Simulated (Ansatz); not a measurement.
**ZnCdP2S6: complex band structure**

Wanted: the relaxed cell of ZnCdP2S6, its band edges and its decay constants. It is built by putting Cd for part of the Zn in the ZnPS3 structure of space group C2/m, with the volume rescaled by atomic radii. The parent structure comes from the Materials Project.

Main program and level: Ansatz 0.2.0; LDA DFT, plane waves, PAW files, in the first sound run; inputs show where later runs differ.

The structure was built from a prototype and need not be the compound's stable phase.

### 1. The structure

The structure is monoclinic, space group C2 (No. 5). Conventional cell: a = 6.090 Å, b = 10.548 Å, c = 7.592 Å, α = 90.00°, β = 105.37°, γ = 90.00°. Nearest to Zn lie 6 S at 2.62 Å. Cd has 6 S at 2.62 Å nearest. P has 3 S at 2.07 Å and 1 P at 2.24 Å nearest. Nearest to S lie 1 P at 2.07 Å and 1 Zn at 2.62 Å and 1 Cd at 2.62 Å. Nearest to S lie 1 P at 2.07 Å and 1 Cd at 2.62 Å and 1 Zn at 2.62 Å. It derives from ZnPS3. Cd for part of the Zn in the ZnPS3 structure of space group C2/m. Farther neighbours and most contacts between anions are not listed.

### 2. Cell and atoms at rest

The substituted atoms don't fit the parent's cell, so cell and atoms relax together. A small smearing keeps the run stable in case the gap closes on the way.

input.yaml reads:

```yaml
crystal:
  lattice:
    - [3.0452419691, -5.2741352169, 0.0]
    - [3.0452419691, 5.2741352169, 0.0]
    - [-2.0119199399, 0.0, 7.3204968601]
  atoms:
    - { symbol: Zn, position: [0.666959, 0.333041, 0.0] }
    - { symbol: Cd, position: [0.333041, 0.666959, 0.0] }
    - { symbol: P, position: [0.949275, 0.949275, 0.846983] }
    - { symbol: P, position: [0.050725, 0.050725, 0.153017] }
    - { symbol: S, position: [0.597109, 0.926025, 0.776199] }
    - { symbol: S, position: [0.073975, 0.402891, 0.223801] }
    - { symbol: S, position: [0.745031, 0.745031, 0.223597] }
    - { symbol: S, position: [0.254969, 0.254969, 0.776403] }
    - { symbol: S, position: [0.402891, 0.073975, 0.223801] }
    - { symbol: S, position: [0.926025, 0.597109, 0.776199] }
kpoints:
  mp_grid: { grid: [4, 4, 4] }
scf:
  occupations: { method: gaussian, width: 0.03 }
hamiltonian:
  xc: lda
output:
  forces: true
  stress: true
relax:
  f_tol: 0.02
  max_steps: 60
  cell: {}
```

Launch:

```
> ansatz run input.yaml --threads 2 --pin off --max-ram 4096MiB --backend cpu --events-out ev --progress --plain --runs-dir out
```

Numbers of over 12 decimals in the logs are rounded to 6 here.

The program printed:

```text
Engine: ansatz 0.2.0, aarch64-unknown-linux-gnu
Pseudopotentials: kind: paw
Pseudopotential: Zn, paw, valence charge 12, recommended cutoff 420 eV (normal), Zn.paw.azcp
Pseudopotential: Cd, paw, valence charge 20, recommended cutoff 420 eV (normal), Cd.paw.azcp
Pseudopotential: P, paw, valence charge 5, recommended cutoff 420 eV (normal), P.paw.azcp
Pseudopotential: S, paw, valence charge 6, recommended cutoff 420 eV (normal), S.paw.azcp
Functional definition: SPW92
  exchange = slater_x
  correlation = pw_c
Crystal: 10 atoms, lattice volume = 235.149 Å³
Basis set: ecut = 420 eV, 4577 PW (Γ)
Bands: 49, of which v1, the nominal top of the filled ones, is band 39 counted from 1 (38 counted from 0)
Symmetry: 2 space group operations
Space group: C2 (ITA 5), of the structure as read, at distance tolerance 6.2e-5 Å
k-points: 24 of 64 (time reversal used)
Non-local potential: Zn, projectors of the file, l = 0: 2, l = 1: 2, l = 2: 3, l = 3: 1
Non-local potential: Cd, projectors of the file, l = 0: 3, l = 1: 2, l = 2: 2, l = 3: 1
Non-local potential: P, projectors of the file, l = 0: 2, l = 1: 2, l = 2: 2
Non-local potential: S, projectors of the file, l = 0: 2, l = 1: 2, l = 2: 2
PAW form: soft (Blöchl's): semilocal exchange-correlation on the pseudo side does not see the compensation charge
PAW frozen core: Zn, regenerated for the run's functional, and the local potential with it (the file was generated under x = pbe(κ = 0.804, μ = 0.219515), c = pbe(β = 0.066725))
PAW frozen core: Cd, regenerated for the run's functional, and the local potential with it (the file was generated under x = pbe(κ = 0.804, μ = 0.219515), c = pbe(β = 0.066725))
PAW frozen core: P, regenerated for the run's functional, and the local potential with it (the file was generated under x = pbe(κ = 0.804, μ = 0.219515), c = pbe(β = 0.066725))
PAW frozen core: S, regenerated for the run's functional, and the local potential with it (the file was generated under x = pbe(κ = 0.804, μ = 0.219515), c = pbe(β = 0.066725))
PAW one-centre angular grid: Zn, 590 points (default); XC on 64 Gauss nodes
PAW one-centre angular grid: Cd, 590 points (default); XC on 64 Gauss nodes
PAW one-centre angular grid: P, 110 points (default); XC on 64 Gauss nodes
PAW one-centre angular grid: S, 110 points (default); XC on 64 Gauss nodes
Initial density: superposition of atomic densities (neutral atoms: chi_scale 0, normalization atom), corrected by the library's trained network
Initial wavefunctions: pseudopotential atomic-orbital guess
Functional: x = slater, c = lda
SCF iter   1: F=—  HF=-18036.954756 eV  |F-HF|=—  |Δ(HF+E_count)|=         —  Δρ=6.06e-3  dr2=8.06e-2  ethr=1.77e-3  ⟨swp⟩=10.5  Hψ=6247  notcnv=0  defer=11
preconditioner: auto → Resta (q_TF=auto, 2.270 Å⁻¹)  ε∞=5.1  [insulator: Δε(μ)=1.790 eV  Ē_g=9.985 eV  σ=0.030 eV  W_gap=1.00  n_scr=42 (ndim 8)  ℏωp=20.3 eV  f_vac=0.152  D(μ)=0.00/eV (n_scr^D=0)  ε∞_Penn≈5.1]
SCF iter   2: F=—  HF=-18036.936238 eV  |F-HF|=—  |Δ(HF+E_count)|=   1.85e-2  Δρ=2.94e-3  dr2=1.88e-2  ethr=1.03e-4  ⟨swp⟩=2.3  Hψ=2212  notcnv=0  defer=53
SCF iter   3: F=—  HF=-18036.932446 eV  |F-HF|=—  |Δ(HF+E_count)|=   3.79e-3  Δρ=1.01e-3  dr2=2.48e-3  ethr=2.41e-5  ⟨swp⟩=2.0  Hψ=1779  notcnv=0  defer=59
SCF iter   4: F=—  HF=-18036.931934 eV  |F-HF|=—  |Δ(HF+E_count)|=   5.12e-4  Δρ=3.95e-4  dr2=4.32e-4  ethr=3.18e-6  ⟨swp⟩=2.0  Hψ=1778  notcnv=0  defer=59
SCF iter   5: F=—  HF=-18036.931891 eV  |F-HF|=—  |Δ(HF+E_count)|=   4.28e-5  Δρ=1.79e-4  dr2=1.12e-4  ethr=5.54e-7  ⟨swp⟩=3.0  Hψ=2002  notcnv=0  defer=60
SCF iter   6: F=—  HF=-18036.931911 eV  |F-HF|=—  |Δ(HF+E_count)|=   1.96e-5  Δρ=6.14e-5  dr2=2.58e-5  ethr=1.44e-7  ⟨swp⟩=2.4  Hψ=1685  notcnv=0  defer=60
SCF iter   7: F=—  HF=-18036.931882 eV  |F-HF|=—  |Δ(HF+E_count)|=   2.86e-5  Δρ=1.43e-5  dr2=1.49e-6  ethr=3.31e-8  ⟨swp⟩=2.1  Hψ=1532  notcnv=0  defer=60
SCF iter   8: F=-18036.931883 eV  HF=-18036.931883 eV  |F-HF|=7.77e-9  |Δ(HF+E_count)|=   7.49e-7  Δρ=3.97e-6  dr2=7.36e-8  ethr=1.28e-10  ⟨swp⟩=4.1  Hψ=5599  notcnv=0
SCF 1 converged in 8 iterations: F = -18036.931883 eV  dr2 = 7.36e-8
  greatest PAW one-centre occupation: 1.000 electrons in one spin orbital (limit 2), on the Cd atom at site 1 (counted from 0), in its partial waves of l = 0
relax step   1: F+E_penalty+E_count = -18036.93188293 eV  Δ(F+E_penalty+E_count) = +0.000e0 eV  max|allowed force component| = 7.800e-1 eV/Å  Δτ_max = 0.0000 Å  P = -3.348 GPa  Ω = 235.149 Å³  (8 SCF iters, dr2 threshold 1.00e-7 eV, accepted)
Crystal: 10 atoms, lattice volume = 215.522 Å³
Basis set: ecut = 420 eV, 4191 PW (Γ)
Initial density: handed on by an earlier stage of this run
Initial wavefunctions: those handed on with the density
iter 1 solved again at ethr=2.46e-4 eV; its pass at ethr=3.10e-3 eV (dr2=1.92e-1 eV) is discarded
SCF iter   1: F=—  HF=-18037.328212 eV  |F-HF|=—  |Δ(HF+E_count)|=         —  Δρ=8.47e-3  dr2=1.94e-1  ethr=2.46e-4  ⟨swp⟩=2.4  Hψ=6893  notcnv=0
preconditioner: auto → Resta (q_TF=auto, 2.303 Å⁻¹)  ε∞=5.3  [insulator: Δε(μ)=2.158 eV  Ē_g=10.248 eV  σ=0.030 eV  W_gap=1.00  n_scr=42 (ndim 8)  ℏωp=21.2 eV  f_vac=0.088  D(μ)=0.00/eV (n_scr^D=0)  ε∞_Penn≈5.3]
SCF iter   2: F=—  HF=-18037.283511 eV  |F-HF|=—  |Δ(HF+E_count)|=   4.47e-2  Δρ=4.62e-3  dr2=4.77e-2  ethr=2.46e-4  ⟨swp⟩=3.2  Hψ=1856  notcnv=0
SCF iter   3: F=—  HF=-18037.270121 eV  |F-HF|=—  |Δ(HF+E_count)|=   1.34e-2  Δρ=9.71e-4  dr2=2.84e-3  ethr=6.11e-5  ⟨swp⟩=3.0  Hψ=2203  notcnv=0
SCF iter   4: F=—  HF=-18037.269613 eV  |F-HF|=—  |Δ(HF+E_count)|=   5.08e-4  Δρ=7.64e-4  dr2=9.22e-4  ethr=3.64e-6  ⟨swp⟩=2.1  Hψ=2099  notcnv=0
SCF iter   5: F=—  HF=-18037.269225 eV  |F-HF|=—  |Δ(HF+E_count)|=   3.88e-4  Δρ=2.02e-4  dr2=1.58e-4  ethr=1.18e-6  ⟨swp⟩=2.0  Hψ=1908  notcnv=0
SCF iter   6: F=—  HF=-18037.269224 eV  |F-HF|=—  |Δ(HF+E_count)|=   1.21e-6  Δρ=7.99e-5  dr2=2.74e-5  ethr=2.02e-7  ⟨swp⟩=2.0  Hψ=1675  notcnv=0
SCF iter   7: F=—  HF=-18037.269227 eV  |F-HF|=—  |Δ(HF+E_count)|=   3.49e-6  Δρ=2.40e-5  dr2=2.06e-6  ethr=3.51e-8  ⟨swp⟩=2.0  Hψ=1728  notcnv=0
SCF iter   8: F=-18037.269228 eV  HF=-18037.269228 eV  |F-HF|=6.70e-8  |Δ(HF+E_count)|=   1.12e-6  Δρ=5.90e-6  dr2=9.91e-8  ethr=1.28e-9  ⟨swp⟩=5.0  Hψ=4433  notcnv=0
SCF 2 converged in 8 iterations: F = -18037.269228 eV  dr2 = 9.91e-8
relax step   2: F+E_penalty+E_count = -18037.26922826 eV  Δ(F+E_penalty+E_count) = -3.373e-1 eV  max|allowed force component| = 2.588e-1 eV/Å  Δτ_max = 0.1391 Å  P = -0.712 GPa  Ω = 215.522 Å³  energy of the carried Pulay correction = +2.860e-3 eV  (8 SCF iters, dr2 threshold 1.00e-6 eV, accepted)
[...]
SCF iter   4: F=—  HF=-18037.359750 eV  |F-HF|=—  |Δ(HF+E_count)|=   3.25e-5  Δρ=9.65e-5  dr2=1.94e-5  ethr=1.28e-7  ⟨swp⟩=2.0  Hψ=2028  notcnv=0
SCF iter   5: F=—  HF=-18037.359754 eV  |F-HF|=—  |Δ(HF+E_count)|=   3.12e-6  Δρ=8.15e-5  dr2=1.01e-5  ethr=2.49e-8  ⟨swp⟩=3.0  Hψ=2041  notcnv=0
SCF iter   6: F=—  HF=-18037.359748 eV  |F-HF|=—  |Δ(HF+E_count)|=   5.28e-6  Δρ=1.65e-5  dr2=1.09e-6  ethr=1.29e-8  ⟨swp⟩=3.0  Hψ=1912  notcnv=0
SCF iter   7: F=-18037.359748 eV  HF=-18037.359748 eV  |F-HF|=1.30e-8  |Δ(HF+E_count)|=   2.18e-7  Δρ=5.06e-6  dr2=1.30e-7  ethr=1.28e-9  ⟨swp⟩=5.0  Hψ=4801  notcnv=0
SCF 3 converged in 7 iterations: F = -18037.359748 eV  dr2 = 1.30e-7
relax step   3: F+E_penalty+E_count = -18037.35974844 eV  Δ(F+E_penalty+E_count) = -9.052e-2 eV  max|allowed force component| = 1.175e-1 eV/Å  Δτ_max = 0.0484 Å  P = +0.220 GPa  Ω = 209.881 Å³  energy of the carried Pulay correction = +3.729e-3 eV  (7 SCF iters, dr2 threshold 1.00e-6 eV, accepted)
[...]
relax step   4: F+E_penalty+E_count = -18037.41524981 eV  Δ(F+E_penalty+E_count) = -5.550e-2 eV  max|allowed force component| = 1.653e-1 eV/Å  Δτ_max = 0.0876 Å  P = +0.574 GPa  Ω = 199.579 Å³  energy of the carried Pulay correction = +5.374e-3 eV  (7 SCF iters, dr2 threshold 8.64e-7 eV, accepted)
[...]
relax step   5: F+E_penalty+E_count = -18037.42791638 eV  Δ(F+E_penalty+E_count) = -1.267e-2 eV  max|allowed force component| = 4.582e-2 eV/Å  Δτ_max = 0.0719 Å  P = +0.301 GPa  Ω = 193.992 Å³  energy of the carried Pulay correction = +6.299e-3 eV  (7 SCF iters, dr2 threshold 1.00e-6 eV, accepted)
[...]
relax step   6: F+E_penalty+E_count = -18037.43403372 eV  Δ(F+E_penalty+E_count) = -6.117e-3 eV  max|allowed force component| = 2.611e-2 eV/Å  Δτ_max = 0.0226 Å  P = +0.066 GPa  Ω = 195.667 Å³  energy of the carried Pulay correction = +6.019e-3 eV  (6 SCF iters, dr2 threshold 1.00e-6 eV, accepted)
[...]
relax step   7: F+E_penalty+E_count = -18037.43506762 eV  Δ(F+E_penalty+E_count) = -1.034e-3 eV  max|allowed force component| = 9.505e-3 eV/Å  Δτ_max = 0.0111 Å  P = +0.010 GPa  Ω = 196.523 Å³  energy of the carried Pulay correction = +5.877e-3 eV  (6 SCF iters, dr2 threshold 1.06e-7 eV, accepted)
[...]
relax step   8: F+E_penalty+E_count = -18037.43511690 eV  Δ(F+E_penalty+E_count) = -4.928e-5 eV  max|allowed force component| = 5.643e-3 eV/Å  Δτ_max = 0.0030 Å  P = +0.006 GPa  Ω = 196.759 Å³  energy of the carried Pulay correction = +5.838e-3 eV  (6 SCF iters, dr2 threshold 6.77e-9 eV, accepted)
Initial wavefunctions: pseudopotential atomic-orbital guess (no wavefunctions were taken with the density)
iter 1 solved again at ethr=3.04e-6 eV; its pass at ethr=3.10e-3 eV (dr2=2.37e-3 eV) is discarded
SCF iter   1: F=—  HF=-18037.430990 eV  |F-HF|=—  |Δ(HF+E_count)|=         —  Δρ=1.61e-4  dr2=6.79e-6  ethr=3.04e-6  ⟨swp⟩=3.7  Hψ=9392  notcnv=0
eigensolver tolerance schedule: the retry pair's looser diagonalisation over-reported the residual by 348.06 of it (diagonalisation noise at 0.52 of the residual, at the tolerance the schedule requests for it); recorded, not acted on — ethr = c·dr2/N_el stays at c = 1.0e-1
SCF iter   2: F=—  HF=-18037.431030 eV  |F-HF|=—  |Δ(HF+E_count)|=   3.91e-5  Δρ=1.07e-4  dr2=6.99e-6  ethr=8.71e-9  ⟨swp⟩=3.0  Hψ=2385  notcnv=0
SCF iter   3: F=—  HF=-18037.431030 eV  |F-HF|=—  |Δ(HF+E_count)|=   8.54e-7  Δρ=3.24e-5  dr2=2.84e-7  ethr=8.71e-9  ⟨swp⟩=2.0  Hψ=1505  notcnv=0
SCF iter   4: F=—  HF=-18037.431030 eV  |F-HF|=—  |Δ(HF+E_count)|=   2.84e-7  Δρ=5.44e-6  dr2=3.86e-8  ethr=3.64e-10  ⟨swp⟩=3.4  Hψ=2422  notcnv=0
SCF iter   5: F=—  HF=-18037.431030 eV  |F-HF|=—  |Δ(HF+E_count)|=   1.95e-9  Δρ=1.80e-6  dr2=1.65e-9  ethr=4.95e-11  ⟨swp⟩=2.1  Hψ=2046  notcnv=0
SCF iter   6: F=—  HF=-18037.431030 eV  |F-HF|=—  |Δ(HF+E_count)|=   7.88e-9  Δρ=5.68e-7  dr2=2.19e-10  ethr=2.11e-12  ⟨swp⟩=3.1  Hψ=2316  notcnv=0
SCF iter   7: F=-18037.431030 eV  HF=-18037.431030 eV  |F-HF|=3.64e-12  |Δ(HF+E_count)|=  3.64e-11  Δρ=6.46e-8  dr2=9.14e-12  ethr=1.00e-12  ⟨swp⟩=5.2  Hψ=4308  notcnv=0
SCF 9 converged in 7 iterations: F = -18037.431030 eV  dr2 = 9.14e-12
relax step   9: F+E_penalty+E_count = -18037.43103008 eV  Δ(F+E_penalty+E_count) = +4.087e-3 eV  max|allowed force component| = 5.648e-3 eV/Å  Δτ_max = 0.0000 Å  P = -0.002 GPa  Ω = 196.759 Å³  stress off target by 2.26e-2 GPa  SCF on the basis re-selected at this cell (its energy is not comparable with the rows above)  (7 SCF iters)
basis re-selected at this cell: Δ(F+E_penalty+E_count) = +4.087e-3 eV, ΔP = -0.008 GPa vs the last step (what re-selecting the basis moved, of the pressure what is left beyond the Pulay correction that the steps carried, after the strain that the cell walked since its last selection, with what the two solves' SCF thresholds leave and, on support functions, any second-order correction that the steps lacked; it is no measure of the basis error at this ecutwfc). The dense FFT grid was sized anew with the basis: this SCF ran on 40×40×45 points, the steps before it on 45×45×54, so part of this shift can come from that change (see relax.cell in the input reference). [rest of the remark cut]
SCF converged after 7 iterations
Free energy (F): -18037.431030 eV
Harris-Foulkes:  -18037.431030 eV  (|F-HF|=3.64e-12)
Internal energy: -18037.431030 eV  (E = F + TS)
E sigma→0 (E₀):  -18037.431030 eV
Fermi energy:    7.417749 eV
--- Per-component energies (eV) ---
  E_band       = -511.303366
  E_kinetic    = 1429.922592
  E_local      = -7869.571472  (includes V_loc(G=0)·N_el)
  E_nonlocal   = 907.814197
  E_hartree    = 3470.498890
  E_xc         = -1013.332256
  E_vxc        = -926.273894  (∫ρ·V_xc dr)
  E_paw        = -10199.542169  (= ΣΔE_a)
  E_vpaw       = -994.192319  (= ΣTr[D̂ρ^β])
  E_aug_tail   = -0.000337  (compensation charges beyond the density's cutoff)
  E_ewald      = -4766.698073
  E_core_change = 3.477598  (= ΣΔE_core)
  E_smearing   = -0.000000  (= −TS)
  E_closure    = 0.000000  (closes the sum)
  Σ components = -18037.431030   (vs F -18037.431030, Δ=0.00e0)
--- Forces (eV/Å), atoms counted from 1 ---
  atom   1  Zn    -0.00000000     0.00400989     0.00000000
  atom   2  Cd     0.00000000     0.00142714    -0.00000000
  atom   3  P     -0.00564842    -0.00445853     0.00040499
  atom   4  P      0.00564842    -0.00445853    -0.00040499
  atom   5  S     -0.00229063     0.00091373    -0.00145231
  atom   6  S      0.00229063     0.00091373     0.00145231
  atom   7  S     -0.00152472    -0.00139559     0.00493829
  atom   8  S      0.00152472    -0.00139559    -0.00493829
  atom   9  S     -0.00114231     0.00221909    -0.00181090
  atom  10  S      0.00114231     0.00221909     0.00181090
  max |Σ_I F_I| component: 5.56e-6 eV/Å
--- Stress (GPa, compression-positive) ---
       -0.011721      -0.000000       0.017279
       -0.000000       0.001910       0.000000
        0.017279       0.000000       0.004806
  P = ⅓ Tr σ = -0.0017 GPa (-0.017 kbar)
--- Relaxed structure (8 steps of the walk, 8 accepted, 1 SCFs on fresh bases) ---
  F+E_penalty+E_count = -18037.43103008 eV   max|allowed force component| = 5.648e-3 eV/Å   (the final SCF, on the basis selected at the relaxed cell)
  cell:  # Å, volume = 196.7594 Å³
    - [2.990235, -5.178347, 0.00283669]
    - [2.990235, 5.178347, 0.00283669]
    - [-1.968759, 0.0, 6.351573]
  atoms:
    - { symbol: Zn, position: [0.667875, 0.332125, 0] }
    - { symbol: Cd, position: [0.332592, 0.667408, 0] }
    - { symbol: P, position: [0.942794, 0.943075, 0.826193] }
    - { symbol: P, position: [0.056925, 0.057206, 0.173807] }
    - { symbol: S, position: [0.600646, 0.939543, 0.742439] }
    - { symbol: S, position: [0.060457, 0.399354, 0.257561] }
    - { symbol: S, position: [0.767481, 0.744184, 0.254643] }
    - { symbol: S, position: [0.255816, 0.232519, 0.745357] }
    - { symbol: S, position: [0.422608, 0.107194, 0.256404] }
    - { symbol: S, position: [0.892806, 0.577392, 0.743596] }
```

Wall time 1.7 min (2 threads of Arm Neoverse V2, shared host); peak memory 0.58 GiB; 3.3 min of CPU time.

The steps of the relaxation:

```csv
step,energy less that of the first step (eV),largest force component (eV/Å),pressure (GPa),volume (Å³)
1,0.0000,0.7800,-3.35,235.15
2,-0.3373,0.2588,-0.71,215.52
3,-0.4279,0.1175,0.22,209.88
4,-0.4834,0.1653,0.57,199.58
5,-0.4960,0.0458,0.30,193.99
6,-0.5022,0.0261,0.07,195.67
7,-0.5032,0.0095,0.01,196.52
8,-0.5032,0.0056,0.01,196.76
9*,-0.4991,0.0056,0.00,196.76
```

Relaxation steps marked * repeat the geometry before them on a plane-wave basis chosen anew for their cell, so energy and pressure can jump there.

Forces are held to the 2 operations that the run works with; a distortion that breaks them can't arise in this run.

```csv
cell as run,before,after,change
a (Å),6.090,5.980,-1.8 %
b (Å),6.090,5.980,-1.8 %
c (Å),7.592,6.650,-12.4 %
α (°),97.61,98.49,+0.9 %
β (°),97.61,98.49,+0.9 %
volume (Å³/atom),23.51,19.68,-16.3 %
```

The atoms that moved most (Å, as changes of fractional coordinates times the final cell):

```csv
atom,dx,dy,dz,length
S5,0.117,0.052,-0.214,0.250
S6,-0.117,0.052,0.214,0.250
S9,0.094,0.070,0.207,0.238
S10,-0.094,0.070,-0.207,0.238
S7,0.003,-0.121,0.197,0.231
S8,-0.003,-0.121,-0.197,0.231
P3,0.003,0.001,-0.132,0.132
P4,-0.003,0.001,0.132,0.132
```

The relaxed structure:

```cif
data_structure
_symmetry_space_group_name_H-M 'P 1'
_symmetry_Int_Tables_number 1
_cell_length_a 5.9797
_cell_length_b 5.9797
_cell_length_c 6.6497
_cell_angle_alpha 98.488
_cell_angle_beta 98.488
_cell_angle_gamma 119.991
_cell_volume 196.76
loop_
_atom_site_label
_atom_site_type_symbol
_atom_site_fract_x
_atom_site_fract_y
_atom_site_fract_z
_atom_site_occupancy
Zn1 Zn 0.66788 0.33212 0.00000 1
Cd2 Cd 0.33259 0.66741 0.00000 1
P3 P 0.94279 0.94308 0.82619 1
P4 P 0.05692 0.05721 0.17381 1
S5 S 0.60065 0.93954 0.74244 1
S6 S 0.06046 0.39935 0.25756 1
S7 S 0.76748 0.74418 0.25464 1
S8 S 0.25582 0.23252 0.74536 1
S9 S 0.42261 0.10719 0.25640 1
S10 S 0.89281 0.57739 0.74360 1
```

This step gave:

| Item | Value |
| --- | --- |
| free energy | -18037.4310 eV |
| Fermi energy | 7.418 eV |
| pressure | -0.001668 GPa |

The largest force component on a free atom ends at 0.0056 eV/Å.

[end of part 1 of 3]

[Logs are printed without paths, hosts, clocks, repeated set-up lines and the standing remarks that a program may print on its own settings, such as how far it seeks lower states.]

[Hosts, paths, dates, database ids (printed as entryN), source tags and the programs' standing remarks are cut or masked in the printed files.]
